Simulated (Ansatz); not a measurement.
**What AlBiSe3 (model cell, started as cubic perovskite with Al in the octahedra) distorts into**

Wanted: the energy along a soft mode of AlBiSe3 (model cell, started as cubic perovskite with Al in the octahedra) and the structure at the end.

Calculated with Ansatz 0.2.0; DFT PBEsol, scalar-relativistic, plane waves, PAW.

The structure was built from a prototype and need not be the compound's stable phase.

## 1. The starting structure

It takes space group Pm-3m (No. 221, cubic). Conventional cell: a = 4.853 Å, b = 4.853 Å, c = 4.853 Å, α = 90.00°, β = 90.00°, γ = 90.00°. Nearest to Bi lie 12 Se at 3.43 Å. Nearest to Al lie 6 Se at 2.43 Å. Se has 2 Al at 2.43 Å and 4 Bi at 3.43 Å nearest. Farther neighbours and most contacts between anions are not listed.

As a file:

```cif
data_structure
_symmetry_space_group_name_H-M 'P 1'
_symmetry_Int_Tables_number 1
_cell_length_a 4.8530
_cell_length_b 4.8530
_cell_length_c 4.8530
_cell_angle_alpha 90.000
_cell_angle_beta 90.000
_cell_angle_gamma 90.000
_cell_volume 114.30
loop_
_atom_site_label
_atom_site_type_symbol
_atom_site_fract_x
_atom_site_fract_y
_atom_site_fract_z
_atom_site_occupancy
Bi1 Bi 0.00000 0.00000 0.00000 1
Al2 Al 0.50000 0.50000 0.50000 1
Se3 Se 0.50000 0.50000 0.00000 1
Se4 Se 0.50000 0.00000 0.50000 1
Se5 Se 0.00000 0.50000 0.50000 1
```

## 2. Response at finite wavevector

The cell comes from relaxations at this level that are not shown. Stability and thermal properties need the whole zone. Linear response on a 2×2×2 q mesh gives force constants as far as a supercell of that size would.

File input.yaml:

```yaml
crystal:
  lattice:
    - [4.8529979444, 0.0, 0.0]
    - [0.0, 4.8529979444, 0.0]
    - [0.0, 0.0, 4.8529979444]
  atoms:
    - { symbol: Bi, position: [0.0, 0.0, 0.0] }
    - { symbol: Al, position: [0.5, 0.5, 0.5] }
    - { symbol: Se, position: [0.5, 0.5, 0.0] }
    - { symbol: Se, position: [0.5, 0.0, 0.5] }
    - { symbol: Se, position: [0.0, 0.5, 0.5] }
kpoints:
  mp_grid: { grid: [6, 6, 6] }
hamiltonian:
  xc: pbesol
scf:
  occupations: { method: methfessel_paxton, width: 0.15 }
output:
  eigenvalues: true
phonons:
  method: dfpt
  qmesh: [2, 2, 2]
  temperatures: { t_max: 1000, t_step: 50 }
  qpath:
    path:
      - [[0.0, 0.0, 0.0], [0.0, 0.5, 0.0], [0.5, 0.5, 0.0], [0.0, 0.0, 0.0], [0.5, 0.5, 0.5], [0.0, 0.5, 0.0]]
      - [[0.5, 0.5, 0.5], [0.5, 0.5, 0.0]]
    npoints: 10
```

Command:

```console
> ansatz run input.yaml --threads 8 --pin off --max-ram 14336MiB --backend cpu --events-out ev --progress --plain --runs-dir out
```

Numbers of over 12 decimals in the logs are rounded to 6 here.

Log:

```text
Engine: ansatz 0.2.0, x86_64-unknown-linux-gnu
Pseudopotentials: kind: paw
Pseudopotential: Bi, paw, valence charge 15, recommended cutoff 420 eV (normal), Bi.paw.azcp
Pseudopotential: Al, paw, valence charge 3, recommended cutoff 420 eV (normal), Al.paw.azcp
Pseudopotential: Se, paw, valence charge 16, recommended cutoff 420 eV (normal), Se.paw.azcp
Functional definition: PBEsol
  exchange = pbesol_x
  correlation = pbesol_c
Crystal: 5 atoms, lattice volume = 114.296 Å³
Basis set: ecut = 420 eV, 2205 PW (Γ), exchange–correlation on 72×72×72 points (8 copies of the dense FFT grid, shifted against one another)
Bands: 40, of which v1, the nominal top of the filled ones, is band 33 counted from 1 (32 counted from 0)
Symmetry: 48 space group operations
k-points: 20 of 216
Non-local potential: Bi, projectors of the file, l = 0: 2, l = 1: 2, l = 2: 2, l = 3: 2
Non-local potential: Al, projectors of the file, l = 0: 2, l = 1: 2, l = 2: 1
Non-local potential: Se, projectors of the file, l = 0: 2, l = 1: 2, l = 2: 3, l = 3: 1
PAW form: soft (Blöchl's): semilocal exchange-correlation on the pseudo side does not see the compensation charge
PAW frozen core: Bi, regenerated for the run's functional, and the local potential with it (the file was generated under x = pbe(κ = 0.804, μ = 0.219515), c = pbe(β = 0.066725))
PAW frozen core: Al, regenerated for the run's functional, and the local potential with it (the file was generated under x = pbe(κ = 0.804, μ = 0.219515), c = pbe(β = 0.066725))
PAW frozen core: Se, regenerated for the run's functional, and the local potential with it (the file was generated under x = pbe(κ = 0.804, μ = 0.219515), c = pbe(β = 0.066725))
PAW one-centre angular grid: Bi, 590 points (default); XC on 64 Gauss nodes
PAW one-centre angular grid: Al, 110 points (default); XC on 64 Gauss nodes
PAW one-centre angular grid: Se, 590 points (default); XC on 64 Gauss nodes
Initial density: superposition of atomic densities (neutral atoms: chi_scale 0, normalization atom), corrected by the library's trained network
Initial wavefunctions: pseudopotential atomic-orbital guess
Functional: x = pbesol(κ = 0.804, μ = 0.123457), c = pbesol(β = 0.046)
SCF iter   1: F=—  HF=-29039.935165 eV  |F-HF|=—  |Δ(HF+E_count)|=         —  Δρ=5.01e-3  dr2=7.10e-2  ethr=1.77e-3  ⟨swp⟩=7.8  Hψ=3297  notcnv=0
preconditioner: auto → Kerker (q_TF=auto, 2.490 Å⁻¹)  [metal: Δε(μ)=0.011 eV  Ē_g=9.442 eV  σ=0.150 eV  W_gap=0.06  n_scr=26 (ndim 8)  ℏωp=17.7 eV  f_vac=0.000  D(μ)=5.38/eV (n_scr^D=56)]
SCF iter   2: F=—  HF=-29039.921775 eV  |F-HF|=—  |Δ(HF+E_count)|=   1.34e-2  S|Δr|=    0.00e0  Δρ=2.42e-3  dr2=1.46e-2  ethr=1.08e-4  ⟨swp⟩=1.0  Hψ=960  notcnv=0
SCF iter   3: F=—  HF=-29039.918536 eV  |F-HF|=—  |Δ(HF+E_count)|=   3.24e-3  S|Δr|=    0.00e0  Δρ=9.74e-4  dr2=2.87e-3  ethr=2.22e-5  ⟨swp⟩=1.9  Hψ=1068  notcnv=0
SCF iter   4: F=—  HF=-29039.917810 eV  |F-HF|=—  |Δ(HF+E_count)|=   7.26e-4  S|Δr|=    0.00e0  Δρ=3.33e-4  dr2=2.85e-4  ethr=4.35e-6  ⟨swp⟩=2.0  Hψ=1010  notcnv=0
SCF iter   5: F=—  HF=-29039.917726 eV  |F-HF|=—  |Δ(HF+E_count)|=   8.40e-5  S|Δr|=    0.00e0  Δρ=1.17e-4  dr2=1.81e-5  ethr=4.32e-7  ⟨swp⟩=2.5  Hψ=1442  notcnv=0
SCF iter   6: F=—  HF=-29039.917716 eV  |F-HF|=—  |Δ(HF+E_count)|=   1.02e-5  S|Δr|=    0.00e0  Δρ=4.20e-5  dr2=2.90e-6  ethr=2.74e-8  ⟨swp⟩=2.0  Hψ=1433  notcnv=0
SCF iter   7: F=—  HF=-29039.917709 eV  |F-HF|=—  |Δ(HF+E_count)|=   6.83e-6  S|Δr|=    0.00e0  Δρ=1.21e-5  dr2=1.99e-7  ethr=4.39e-9  ⟨swp⟩=2.1  Hψ=984  notcnv=0
SCF iter   8: F=—  HF=-29039.917709 eV  |F-HF|=—  |Δ(HF+E_count)|=   4.68e-8  S|Δr|=    0.00e0  Δρ=3.50e-6  dr2=1.97e-8  ethr=3.02e-10  ⟨swp⟩=2.0  Hψ=1432  notcnv=0
SCF iter   9: F=—  HF=-29039.917709 eV  |F-HF|=—  |Δ(HF+E_count)|=   2.67e-9  S|Δr|=    0.00e0  Δρ=7.88e-7  dr2=6.96e-10  ethr=2.98e-11  ⟨swp⟩=2.0  Hψ=1433  notcnv=0
SCF iter  10: F=—  HF=-29039.917709 eV  |F-HF|=—  |Δ(HF+E_count)|=  4.00e-11  S|Δr|=    0.00e0  Δρ=1.16e-7  dr2=1.58e-11  ethr=1.06e-12  ⟨swp⟩=2.0  Hψ=903  notcnv=0
SCF iter  11: F=-29039.917709 eV  HF=-29039.917709 eV  |F-HF|=1.46e-11  |Δ(HF+E_count)|=  3.64e-12  S|Δr|=    0.00e0  Δρ=2.37e-8  dr2=5.51e-13  ethr=1.00e-12  ⟨swp⟩=10.7  Hψ=3733  notcnv=0
SCF 1 converged in 11 iterations: F = -29039.917709 eV  dr2 = 5.51e-13
  greatest PAW one-centre occupation: 1.000 electrons in one spin orbital (limit 2), on the Se atom at site 2 (counted from 0), in its partial waves of l = 2
Initial density: read from a saved state, or passed on in memory by an earlier SCF of this step, an earlier step, the calling program or the single point that the run made first
iter 1 solved again at ethr=1.47e-7 eV; its pass at ethr=3.10e-3 eV (dr2=9.73e-5 eV) is discarded
SCF iter   1: F=—  HF=-29039.917710 eV  |F-HF|=—  |Δ(HF+E_count)|=         —  Δρ=1.74e-6  dr2=2.31e-9  ethr=1.47e-7  ⟨swp⟩=3.0  Hψ=5117  notcnv=0
eigensolver tolerance schedule: the retry pair's looser diagonalisation over-reported the residual by 42147.95 of it (diagonalisation noise at an unbounded share of the residual, at the tolerance the schedule requests for it); recorded, not acted on — ethr = c·dr2/N_el stays at c = 1.0e-1
preconditioner: auto → Kerker (q_TF=auto, 2.490 Å⁻¹)  [metal: Δε(μ)=0.023 eV  Ē_g=9.464 eV  σ=0.150 eV  W_gap=0.13  n_scr=26 (ndim 8)  ℏωp=17.7 eV  f_vac=0.000  D(μ)=4.90/eV (n_scr^D=32)]
SCF iter   2: F=—  HF=-29039.917709 eV  |F-HF|=—  |Δ(HF+E_count)|=   7.98e-7  S|Δr|=    0.00e0  Δρ=9.73e-7  dr2=7.96e-10  ethr=3.50e-12  ⟨swp⟩=4.0  Hψ=2424  notcnv=0
SCF iter   3: F=—  HF=-29039.917709 eV  |F-HF|=—  |Δ(HF+E_count)|=  2.51e-10  S|Δr|=    0.00e0  Δρ=6.23e-7  dr2=3.02e-10  ethr=1.21e-12  ⟨swp⟩=2.0  Hψ=1018  notcnv=0
SCF iter   4: F=—  HF=-29039.917709 eV  |F-HF|=—  |Δ(HF+E_count)|=  1.09e-10  S|Δr|=    0.00e0  Δρ=3.60e-7  dr2=9.84e-11  ethr=1.00e-12  ⟨swp⟩=2.0  Hψ=820  notcnv=0
SCF iter   5: F=—  HF=-29039.917709 eV  |F-HF|=—  |Δ(HF+E_count)|=  2.91e-11  S|Δr|=    0.00e0  Δρ=2.65e-7  dr2=5.35e-11  ethr=1.00e-12  ⟨swp⟩=1.0  Hψ=800  notcnv=0
SCF iter   6: F=—  HF=-29039.917709 eV  |F-HF|=—  |Δ(HF+E_count)|=  7.28e-12  S|Δr|=    0.00e0  Δρ=2.01e-7  dr2=3.11e-11  ethr=1.00e-12  ⟨swp⟩=1.0  Hψ=800  notcnv=0
SCF iter   7: F=—  HF=-29039.917709 eV  |F-HF|=—  |Δ(HF+E_count)|=  3.64e-12  S|Δr|=    0.00e0  Δρ=1.64e-7  dr2=2.07e-11  ethr=1.00e-12  ⟨swp⟩=1.0  Hψ=800  notcnv=0
SCF iter   8: F=-29039.917709 eV  HF=-29039.917709 eV  |F-HF|=1.46e-11  |Δ(HF+E_count)|=  7.28e-12  S|Δr|=    0.00e0  Δρ=1.10e-7  dr2=9.35e-12  ethr=1.00e-12  ⟨swp⟩=2.0  Hψ=1716  notcnv=0
SCF 2 converged in 8 iterations: F = -29039.917709 eV  dr2 = 9.35e-12
  greatest PAW one-centre occupation: 1.000 electrons in one spin orbital (limit 2), on the Se atom at site 3 (counted from 0), in its partial waves of l = 2
phonons: the bands overlap, so this run is a metal and interpolates without the dipole-dipole term. If the crystal is really an insulator or semiconductor, its LO-TO splitting is missing
NSCF: frozen V_eff on 20 k-points
WARN: eigensolver did not converge in 5 slots of this pass, the one above among them; of largest residual over every band (k=9): 1 band(s) unlocked (lowest unlocked band 39, counted from 0; max residual 1.01e-5 eV among the unlocked bands, 1.01e-5 eV over every band); of lowest unlocked band (k=3): band 39
NSCF: frozen V_eff on 64 k-points
DFPT response loops at q = (0, 0, 0) (fractional): preconditioner auto → Kerker (q_TF=auto, 2.490 Å⁻¹) (partly filled bands, converged f_vac=0.000); β = 1.00, the filter's whole step (`scf.mixing.beta` (0.50) is not read by the response loops under this deck's `scf.mixing.preconditioner`; to damp them name `kerker` or `kerker_dos`, under which they read `scf.mixing.beta`, and type it under 1.00, their step now; both keys bind the ground state too); Broyden in place of MSR1
NSCF: frozen V_eff on 128 k-points
DFPT response loops at q = (0, 0, -0.5) (fractional): mixed as the last ones told, above
NSCF: frozen V_eff on 128 k-points
DFPT response loops at q = (0, -0.5, -0.5) (fractional): mixed as the last ones told, above
NSCF: frozen V_eff on 128 k-points
DFPT response loops at q = (-0.5, -0.5, -0.5) (fractional): mixed as the last ones told, above
SCF converged after 11 iterations
Stability not checked: this state was not tested for a lower state beside it, because cold or Methfessel-Paxton smearing, or corrected tetrahedra, fill the levels in a way that the test cannot read (fill_not_monotonic; see scf.lower_state_search)
Free energy (F): -29039.917709 eV
Harris-Foulkes:  -29039.917709 eV  (|F-HF|=1.46e-11)
Internal energy: -29039.910506 eV  (E = F + TS)
E sigma→0 (E₀):  -29039.915908 eV
Entropy (-TS):   -0.007203 eV (-1.441 meV/atom)
Fermi energy:    9.644740 eV
--- Per-component energies (eV) ---
  E_band       = -1174.461864
  E_kinetic    = 682.989307
  E_local      = -8483.846022  (includes V_loc(G=0)·N_el)
  E_nonlocal   = -1205.257230
  E_hartree    = 3968.831015
  E_xc         = -500.818467
  E_vxc        = -469.016174  (∫ρ·V_xc dr)
  E_paw        = -16567.176994  (= ΣΔE_a)
  E_vpaw       = 363.008484  (= ΣTr[D̂ρ^β])
  E_aug_tail   = -0.002220  (compensation charges beyond the density's cutoff)
  E_ewald      = -6937.764137
  E_core_change = 3.134243  (= ΣΔE_core)
  E_smearing   = -0.007203  (= −TS)
  E_closure    = -0.000000  (closes the sum)
  Σ components = -29039.917709   (vs F -29039.917709, Δ=0.00e0)
--- Band table (eV; the first three rows and the last of 20) ---
  k-point 0: bands = [... 29 lower, 8.0163, 8.4421, 8.4421, 8.4421, 9.2051, 12.3301, 12.3301, 12.3301, ... 3 higher]
  k-point 1: bands = [... 29 lower, 7.7143, 8.2330, 8.4088, 8.4088, 10.2473, 11.4678, 11.9839, 11.9839, ... 3 higher]
  k-point 2: bands = [... 29 lower, 7.2000, 7.8771, 8.6378, 8.6378, 9.9542, 11.3348, 11.3348, 11.8713, ... 3 higher]
  k-point 19: bands = [... 29 lower, 8.3475, 10.1543, 10.1543, 10.1543, 12.2596, 12.2596, 12.2596, 13.3877, ... 3 higher]
--- Phonons (Γ-DFPT): 4 representative perturbations + reference (Σ response iterations 12) ---
  ASR residual: 1.147e-4 → 0.000e0 eV/Å²; symmetrization residual: 9.358e-6 eV/Å²
  ASR residual per site (eV/Å²): 9.41e-6 1.15e-4 5.77e-6 5.77e-6 5.77e-6
  Γ frequencies (cm⁻¹): -114.15 -114.15 -114.15 -110.21 -110.21 -110.21 0.00 0.00 0.00 49.33 49.33 49.33 339.85 339.85 339.85
--- Phonons (arbitrary-q DFPT): 4 irreducible q on the 2×2×2 mesh ---
  q = [0.0000, 0.0000, 0.0000] (star 1, of the zone-centre solve; hermiticity 1.42e-6, symmetrization 4.65e-12): -114.15 -114.15 -114.15 -110.21 -110.21 -110.21 -0.00 0.00 0.00 49.33 49.33 49.33 339.85 339.85 339.85
  q = [0.0000, 0.0000, -0.5000] (star 3, 9 solved perturbations in 504 linear systems a pass and spin channel, the states on 64 of 216 k-point pairs; hermiticity 1.75e-6, symmetrization 2.00e-12): -143.83 -101.97 -101.97 -101.53 -101.53 -31.39 -27.15 19.80 19.80 70.98 70.98 223.40 303.43 339.02 339.02
  q = [0.0000, -0.5000, -0.5000] (star 3, 9 solved perturbations in 504 linear systems a pass and spin channel, the states on 64 of 216 k-point pairs; hermiticity 1.58e-6, symmetrization 6.38e-13): -156.88 -122.61 -122.61 -77.88 -77.88 -39.03 32.85 32.85 69.60 97.19 191.61 243.59 308.72 308.72 341.03
  q = [-0.5000, -0.5000, -0.5000] (star 1, 4 solved perturbations in 184 linear systems a pass and spin channel, the states on 64 of 216 k-point pairs; hermiticity 1.00e-6, symmetrization 6.45e-12): -148.03 -148.03 -148.03 -90.75 -90.75 -90.75 77.03 77.03 77.03 189.37 189.37 261.01 319.76 319.76 319.76
  sum rule: each row above includes the acoustic sum rule's correction from the zone centre's row sums; it moved no ω² by more than (1.08 cm⁻¹)²
  mesh force constants: q→R imaginary residual 7.26e-18; ASR residual 1.147e-4 → 0.000e0 eV/Å²; symmetrization residual 2.132e-14 eV/Å²
  interpolated dispersion: 62 rows × 15 modes
  density of states and harmonic sums: on the 14×14×14 q-mesh, interpolated from the force constants of a 2×2×2 supercell (no non-analytic term)
  largest difference from the sums on the solved wave vectors: F 6.81e-2 eV, S 1.10e-4 and C_V 4.17e-5 eV/K
  zero-point energy: 0.096369 eV/cell   skipped modes (ω ≤ 0): 752, of them read as no rigid motion or as one in doubt: 749 (6.265e0 modes/cell left out, lowest -156.88 cm⁻¹)   left out of the sums: 4.18e-1 of the cell's modes: C_V's classical limit lies that fraction below 3 k_B per atom; for a crystal, a wire or a layer, F and S can be off by more, and a phonons.interpolated_qmesh denser along its periods is the remedy for the sampling
```

The job ended after 1.7 min (8 threads of Intel Xeon 6975P-C (Granite Rapids), shared host; peak memory 1.4 GiB).

This step gave:

| Item | Value |
| --- | --- |
| volume per atom | 22.86 Å³ |
| gap on the k-mesh | 0 eV |
| sum-rule residual before enforcement | 1.15e-4 eV/Å² |
| lowest frequency on the path | -156.9 cm⁻¹ |
| point group | m-3m |
| highest frequency on the path or at a solved wavevector | 341.0 cm⁻¹ |
| highest optical mode at the zone centre (no LO-TO term) | 339.9 cm⁻¹ |
| lowest optical zone-centre mode | -114.2 cm⁻¹ |
| lowest mode on the q mesh (acoustic modes at Γ apart) | -156.9 cm⁻¹ |

Frequencies (cm⁻¹) solved at each irreducible wavevector; negative means imaginary. Frequencies by wavevector, by row:

```tsv
q in reciprocal lattice units	star	mode 1	mode 2	mode 3	mode 4	mode 13	mode 14	mode 15
0 0 0	1	-114.2	-114.2	-114.2	-110.2	339.9	339.9	339.9
0 0 -0.5	3	-143.8	-102	-102	-101.5	303.4	339	339
0 -0.5 -0.5	3	-156.9	-122.6	-122.6	-77.9	308.7	308.7	341
-0.5 -0.5 -0.5	1	-148	-148	-148	-90.8	319.8	319.8	319.8
```

Interpolated from a 2×2×2 q mesh. Phonon branches along the path, in cm⁻¹:

```tsv
point	branch 1	branch 2	branch 3	branch 4	branch 12	branch 13	branch 14	branch 15
Γ	-114	-114	-114	-110	49	340	340	340
halfway	-130	-108	-108	-106	150	328	339	339
X	-144	-102	-102	-102	223	303	339	339
halfway	-149	-117	-114	-92	224	306	329	340
M	-157	-123	-123	-78	244	309	309	341
halfway	-138	-114	-113	-100	164	326	331	340
Γ	-114	-114	-114	-110	49	340	340	340
halfway	-138	-123	-123	-98	179	327	327	334
R	-148	-148	-148	-91	261	320	320	320
halfway	-147	-130	-123	-95	227	310	328	334
X	-144	-102	-102	-102	223	303	339	339
jump to R	-148	-148	-148	-91	261	320	320	320
halfway	-152	-134	-134	-92	246	314	314	333
M	-157	-123	-123	-78	244	309	309	341
```

Symmetry leaves 4 wavevectors to solve. The lowest mode among them, the acoustic zeros apart, lies at q = (0, -0.5, -0.5) and is imaginary, 156.9i cm⁻¹, so the energy falls along it.

## 3. The mode frozen in, largest atomic shift 0 Å

The mode followed lies at q = (0, -0.5, -0.5) with frequency 156.9i cm⁻¹, the softest among the wavevectors solved. At small amplitude the distorted cell has space group no. 127 by a symmetry search on the positions. The undistorted cell that holds it gives the zero of energy on the same k mesh.

System of this step: AlBiSe3 (model cell, started as cubic perovskite with Al in the octahedra). The structure is cubic, space group Pm-3m (No. 221). Conventional cell: a = 4.853 Å, b = 4.853 Å, c = 4.853 Å, α = 90.00°, β = 90.00°, γ = 90.00°. Nearest to Bi lie 12 Se at 3.43 Å. Nearest to Al lie 6 Se at 2.43 Å. Nearest to Se lie 2 Al at 2.43 Å and 4 Bi at 3.43 Å. Nearest to Se lie 2 Al at 2.43 Å and 4 Bi at 3.43 Å. Farther neighbours and most contacts between anions are not listed.

File input.yaml:

```yaml
crystal:
  lattice:
    - [-4.8529979444, 0.0, 0.0]
    - [0.0, -4.8529979444, -4.8529979444]
    - [0.0, -4.8529979444, 4.8529979444]
  atoms:
    - { symbol: Bi, position: [0.0, 1.0, 0.0] }
    - { symbol: Bi, position: [0.0, 0.5, 0.5] }
    - { symbol: Al, position: [0.5, 0.0, 0.5] }
    - { symbol: Al, position: [0.5, 0.5, 0.0] }
    - { symbol: Se, position: [0.5, 0.75, 0.75] }
    - { symbol: Se, position: [0.5, 0.25, 0.25] }
    - { symbol: Se, position: [0.5, 0.75, 0.25] }
    - { symbol: Se, position: [0.5, 0.25, 0.75] }
    - { symbol: Se, position: [1.0, 0.0, 0.5] }
    - { symbol: Se, position: [1.0, 0.5, 0.0] }
kpoints:
  mp_grid: { grid: [6, 6, 6] }
hamiltonian:
  xc: pbesol
scf:
  occupations: { method: methfessel_paxton, width: 0.15 }
output:
  forces: true
  stress: true
  eigenvalues: true
```

Log:

```text
[...]
Crystal: 10 atoms, lattice volume = 228.592 Å³
Basis set: ecut = 420 eV, 4421 PW (Γ), exchange–correlation on 72×96×96 points (8 copies of the dense FFT grid, shifted against one another)
Bands: 80, of which v1, the nominal top of the filled ones, is band 66 counted from 1 (65 counted from 0)
Symmetry: 32 space group operations
[...]
k-points: 40 of 216
[...]
k-point 0: bands = [... 62 lower, 8.4346, 8.4350, 8.4350, 9.0401, 9.1986, 10.1157, 11.3484, 11.3484, ... 10 higher]
  k-point 1: bands = [... 62 lower, 8.2631, 8.3355, 8.4611, 9.3406, 9.7967, 9.8685, 10.8664, 11.4784, ... 10 higher]
  k-point 2: bands = [... 62 lower, 8.0459, 8.0923, 8.6202, 9.3878, 10.0339, 10.0355, 10.5747, 10.8757, ... 10 higher]
  k-point 39: bands = [... 62 lower, 8.2929, 8.2929, 9.0426, 9.0426, 10.1268, 10.1268, 11.3423, 11.3423, ... 10 higher]
[key lines of the parts left out:]
SCF converged after 9 iterations
Free energy (F): -58079.865603 eV
Fermi energy:    9.649855 eV
P = ⅓ Tr σ = -0.0613 GPa (-0.613 kbar)
```

Wall time 5.2 s (8 threads); peak memory 1.4 GiB; 26 s of CPU time.

This step gave:

```yaml
pressure: -0.06127 GPa
energy_from_the_undistorted_cell: 0 meV/atom
```

The run ends at a pressure of -0.06 GPa.

[end of part 1 of 2]

[Logs are printed without paths, hosts, clocks, repeated set-up lines and the standing remarks that a program may print on its own settings, such as how far it seeks lower states.]

[Hosts, paths, dates, database ids (printed as entryN), source tags and the programs' standing remarks are cut or masked in the printed files.]
